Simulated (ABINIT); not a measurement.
# Cl (Cmce): G0W0 with ABINIT, start to end

Aim: the G0W0 gap of Cl (Cmce) on PBE, step by step.

Main program and level: ABINIT 10.8.3; PBE and many-body steps on it, plane waves.

## 1. Starting point

The structure is orthorhombic, space group Cmce (No. 64). Conventional cell: a = 6.290 Å, b = 4.500 Å, c = 8.210 Å, α = 90.00°, β = 90.00°, γ = 90.00°. Nearest to Cl lie 1 Cl at 2.02 Å.

Structure file:

```cif
data_structure
_symmetry_space_group_name_H-M 'Cmce'
_symmetry_Int_Tables_number 64
_cell_length_a 6.2900
_cell_length_b 4.5000
_cell_length_c 8.2100
_cell_angle_alpha 90.000
_cell_angle_beta 90.000
_cell_angle_gamma 90.000
_cell_volume 232.38
loop_
_atom_site_label
_atom_site_type_symbol
_atom_site_symmetry_multiplicity
_atom_site_Wyckoff_symbol
_atom_site_fract_x
_atom_site_fract_y
_atom_site_fract_z
_atom_site_occupancy
Cl1 Cl 8 f 0.50000 0.63000 0.10000 1
```

The cell and positions come from the Crystallography Open Database and are kept as given unless a step says otherwise.

## 2. Ground state

This step: ABINIT 10.8.3; DFT, PBE, plane waves, norm-conserving pseudopotentials.

The ground-state density comes first.

The input, run.abi:

```
acell 3*1.0 Angstrom
rprim 
  3.145000000000 -2.250000000000 0.000000000000
  3.145000000000 2.250000000000 0.000000000000
  0.000000000000 0.000000000000 8.210000000000
ntypat 1
znucl 17
natom 4
typat 1 1 1 1
xred 
  0.870000000000 0.130000000000 0.100000000000
  0.630000000000 0.370000000000 0.600000000000
  0.130000000000 0.870000000000 0.900000000000
  0.370000000000 0.630000000000 0.400000000000
pp_dirpath "pseudos"
pseudos "Cl.upf"
ecut 25
ngkpt 6 6 4
nshiftk 1
shiftk 0 0 0
kptopt 1
chksymbreak 0
nband 20
occopt 1
tolvrs 1e-10
nstep 60
prtwf 0
optforces 0
optstress 0
indata_prefix "in"
outdata_prefix "out"
tmpdata_prefix "tmp"
```

Launch:

```bash
$ OMP_NUM_THREADS=1 mpirun -n 8 abinit run.abi > log
```

Numbers of over 12 decimals in the logs are rounded to 6 here.

The program printed:

```text
.Version 10.8.3 of ABINIT. v10.8.2 released Aug 2026.

 Symmetries : space group Cm c a (# 64); Bravais oC (1-face-center ortho.)
================================================================================
 Values of the parameters that define the memory need of the present run
     intxc =       0    ionmov =       0      iscf =       7    lmnmax =       6
     lnmax =       6     mgfft =      72  mpssoang =       3    mqgrid =    3493
     natom =       4  nloc_mem =       1    nspden =       1   nspinor =       1
    nsppol =       1      nsym =       8    n1xccc =    2501    ntypat =       1
    occopt =       1   xclevel =       2
-    mband =          20        mffmem =           1         mkmem =           5
       mpw =        4710          nfft =       93312          nkpt =          39
================================================================================
  Rough estimation (10% accuracy) of disk space for files :
================================================================================

--------------------------------------------------------------------------------
------------- Echo of variables that govern the present computation ------------
--------------------------------------------------------------------------------
 -outvars: echo values of preprocessed input variables --------
            acell      1.8897261259E+00  1.8897261259E+00  1.8897261259E+00 Bohr

      chksymbreak           0
             ecut      2.50000000E+01 Hartree
-          fftalg         312

              ixc     -101130
              kpt      0.00000000E+00  0.00000000E+00  0.00000000E+00
                       1.66666667E-01  0.00000000E+00  0.00000000E+00
                       3.33333333E-01  0.00000000E+00  0.00000000E+00
                       5.00000000E-01  0.00000000E+00  0.00000000E+00
                       1.66666667E-01  1.66666667E-01  0.00000000E+00
                       3.33333333E-01  1.66666667E-01  0.00000000E+00
                       5.00000000E-01  1.66666667E-01  0.00000000E+00
                      -3.33333333E-01  1.66666667E-01  0.00000000E+00
                      -1.66666667E-01  1.66666667E-01  0.00000000E+00
   [... 28 further rows ...]
                      -3.33333333E-01  3.33333333E-01  5.00000000E-01
                       5.00000000E-01  5.00000000E-01  5.00000000E-01
         kptrlatt        6    0    0      0    6    0      0    0    4
          kptrlen      4.38451851E+01
P           mkmem           5
            natom           4
            nband          20
            ngfft          36      36      72
             nkpt          39
            nstep          60
             nsym           8
           ntypat           1
              occ      2.000000  2.000000  2.000000  2.000000  2.000000  2.000000
                       2.000000  2.000000  2.000000  2.000000  2.000000  2.000000
                       2.000000  2.000000  0.000000  0.000000  0.000000  0.000000
                       0.000000  0.000000
        optforces           0
        optstress           0
            prtwf           0
            rprim      3.1450000000E+00 -2.2500000000E+00  0.0000000000E+00
[...]
spgroup          64

           tolvrs      1.00000000E-10

             xred      8.7000000000E-01  1.3000000000E-01  1.0000000000E-01
[...]
znucl       17.00000

================================================================================

 chkinp: Checking input parameters for consistency.

================================================================================
== DATASET  1 ==================================================================
-   mpi_nproc: 8, omp_nthreads: 1 (-1 if OMP is not activated)

--- !DatasetInfo
iteration_state: {dtset: 1, }
dimensions: {natom: 4, nkpt: 39, mband: 20, nsppol: 1, nspinor: 1, nspden: 1, mpw: 4710, }
cutoff_energies: {ecut:  25.0, pawecutdg:  -1.0, }
electrons: {nelect:   2.80000000E+01, charge:   0.00000000E+00, occopt:   1.00000000E+00, tsmear:   1.00000000E-02, }

 Real(R)+Recip(G) space primitive vectors, cartesian coordinates (Bohr,Bohr^-1):
 R(1)=  5.9431887 -4.2518838  0.0000000  G(1)=  0.0841299 -0.1175949  0.0000000
 R(2)=  5.9431887  4.2518838  0.0000000  G(2)=  0.0841299  0.1175949  0.0000000
 R(3)=  0.0000000  0.0000000 15.5146515  G(3)=  0.0000000  0.0000000  0.0644552
 Unit cell volume ucvol=  7.8410265E+02 bohr^3
 Angles (23,13,12)=  9.00000000E+01  9.00000000E+01  7.11614758E+01 degrees

 getcut: wavevector=  0.0000  0.0000  0.0000  ngfft=  36  36  72
         ecut(hartree)=     25.000   => boxcut(ratio)=   2.06184

--- Pseudopotential description ------------------------------------------------
- Cl Generated using ONCVPSP code by D. R. Hamann
- 17.00000   7.00000  171031                  znucl, zion, pspdat
12 -101130 2 -1 1028                          pspcod,pspxc,lmax,lloc,mmax
     nproj     2     2     2
  pspatm : epsatm=    9.12776517
         --- l  ekb(1:nproj) -->
[...]
pspatm: atomic psp has been read  and splines computed

   1.02230970E+03                                ecore*ucvol(ha*bohr**3)
--------------------------------------------------------------------------------

_setup2: Arith. and geom. avg. npw (full set) are    4682.410    4682.398

================================================================================

--- !BeginCycle
iteration_state: {dtset: 1, }
solver: {iscf: 7, nstep: 60, nline: 4, wfoptalg: 0, }
tolerances: {tolvrs: 1.00E-10, }

     iter   Etot(hartree)      deltaE(h)  residm     vres2
 ETOT  1  -65.563016520983    -6.556E+01 3.387E-02 2.238E+01
 ETOT  2  -65.589223611204    -2.621E-02 7.050E-03 1.956E+00
 ETOT  3  -65.589587263899    -3.637E-04 4.864E-03 1.545E-01
 ETOT  4  -65.589621889147    -3.463E-05 2.148E-03 4.225E-02
 ETOT  5  -65.589627101151    -5.212E-06 9.614E-04 1.292E-03
 ETOT  6  -65.589627199638    -9.849E-08 2.168E-03 7.950E-05
 ETOT  7  -65.589627205584    -5.946E-09 6.894E-04 1.991E-06
 ETOT  8  -65.589627205739    -1.545E-10 6.133E-04 2.591E-07
 ETOT  9  -65.589627205778    -3.976E-11 3.831E-04 4.428E-09
 ETOT 10  -65.589627205781    -2.217E-12 2.141E-04 2.506E-10
 ETOT 11  -65.589627205780     9.095E-13 1.255E-04 5.578E-12

 At SCF step   11       vres2   =  5.58E-12 < tolvrs=  1.00E-10 =>converged.

--- !ResultsGS
iteration_state: {dtset: 1, }
comment   : Summary of ground state results
lattice_vectors:
- [  5.9431887,  -4.2518838,   0.0000000, ]
- [  5.9431887,   4.2518838,   0.0000000, ]
- [  0.0000000,   0.0000000,  15.5146515, ]
lattice_lengths: [   7.30753,    7.30753,   15.51465, ]
lattice_angles: [ 90.000,  90.000,  71.161, ] # degrees, (23, 13, 12)
lattice_volume:   7.8410265E+02
convergence: {deltae:  9.095E-13, res2:  5.578E-12, residm:  1.255E-04, diffor:  0.000E+00, }
etotal    :  -6.55896272E+01
entropy   :   0.00000000E+00
fermie    :  -3.02756789E-02
cartesian_stress_tensor: null
pressure_GPa: null
xred      :
- [  8.7000E-01,   1.3000E-01,   1.0000E-01, Cl]
- [  6.3000E-01,   3.7000E-01,   6.0000E-01, Cl]
- [  1.3000E-01,   8.7000E-01,   9.0000E-01, Cl]
- [  3.7000E-01,   6.3000E-01,   4.0000E-01, Cl]
cartesian_forces: null
force_length_stats: {min: null, max: null, mean: null, }

 Integrated electronic density in atomic spheres:
 ------------------------------------------------
 Atom  Sphere_radius  Integrated_density
[...]
4        2.00000          4.99274342
================================================================================

 ----iterations are completed or convergence reached----

 Mean square residual over all n,k,spin=   23.421E-08; max=  12.545E-05
 reduced coordinates (array xred) for    4 atoms
       0.870000000000      0.130000000000      0.100000000000
       0.630000000000      0.370000000000      0.600000000000
       0.130000000000      0.870000000000      0.900000000000
       0.370000000000      0.630000000000      0.400000000000
 rms dE/dt=  0.0000E+00; max dE/dt=  0.0000E+00; dE/dt below (all hartree)
    1       0.000000000000      0.000000000000      0.000000000000
    2       0.000000000000      0.000000000000      0.000000000000
    3       0.000000000000      0.000000000000      0.000000000000
    4       0.000000000000      0.000000000000      0.000000000000

 cartesian coordinates (angstrom) at end:
    1      3.145000    -1.665000     0.821000
    2      3.145000    -0.585000     4.926000
    3      3.145000     1.665000     7.389000
    4      3.145000     0.585000     3.284000
 length scales=  1.889726125908  1.889726125908  1.889726125908 bohr
              =  1.000000000000  1.000000000000  1.000000000000 angstroms
 prteigrs : about to open file out_EIG
 Fermi (or HOMO) energy (hartree) =  -0.03028   Average Vxc (hartree)=  -0.28844
 Eigenvalues (hartree) for nkpt=  39  k points:
 kpt#   1, nband= 20, wtk=  0.00694, kpt=  0.0000  0.0000  0.0000 (reduced coord)
  -0.64091   -0.63353   -0.49406   -0.47435   -0.22600   -0.19657   -0.12661   -0.12203
  -0.10941   -0.10909   -0.05601   -0.04507   -0.03565   -0.03234    0.06046    0.08112
   0.22390    0.24601    0.29106    0.33966
 prteigrs : prtvol=0 or 1, do not print more k-points.

--- !EnergyTerms
iteration_state     : {dtset: 1, }
comment             : Components of total free energy in Hartree
kinetic             :  2.21312281786970E+01
hartree             :  1.26113106288632E+01
xc                  : -1.77898133417971E+01
Ewald energy        : -4.52935173226236E+01
psp_core            :  1.30379574154858E+00
local_psp           : -4.74110710612954E+01
non_local_psp       :  8.85843997082754E+00
total_energy        : -6.55896272057798E+01
total_energy_eV     : -1.78478467962638E+03
band_energy         : -6.75520836384941E+00

== END DATASET(S) ==============================================================
================================================================================

 -outvars: echo values of variables after computation  --------
           etotal     -6.5589627206E+01
            nband          20
             nkpt          39
          spgroup          64
 [... the other variables as echoed above ...]

 Calculation completed.
```

Wall time 15 s (8 MPI ranks of Arm Neoverse V2, shared host); peak memory 0.65 GiB; 2 min of CPU time.

This step gave:

```yaml
total_energy: -1784.7847 eV
gap: 2.469 eV
k_of_the_valence_top: 0.5, 0.5, 0
k_of_the_conduction_bottom: 0, 0, 0
least_direct_gap: 2.525 eV
```

The gap is indirect, with the least direct gap 0.06 eV higher.

(Part 1 of 3 ends here.)

[Paths, hosts, dates, memory and timing lines, banners, echoed tables and standing remarks are left out of the program output.]

[Logs are printed without paths, hosts, clocks, repeated set-up lines and the standing remarks that a program may print on its own settings, such as how far it seeks lower states.]

[Runs of the session that timed out or met a known fault of the program may be left out.]

[Hosts, paths, dates, database ids (printed as entryN), source tags and the programs' standing remarks are cut or masked in the printed files.]

[G0W0 gaps are taken among the corrected bands and points alone; a level outside them can change the order at an edge.]

[Where Ansatz stands beside ABINIT at settings called matched, ABINIT's density can come from a denser mesh and the files from another edition; pairs whose starting gaps differed by over 0.03 eV were left out, so agreement reads better than it is.]
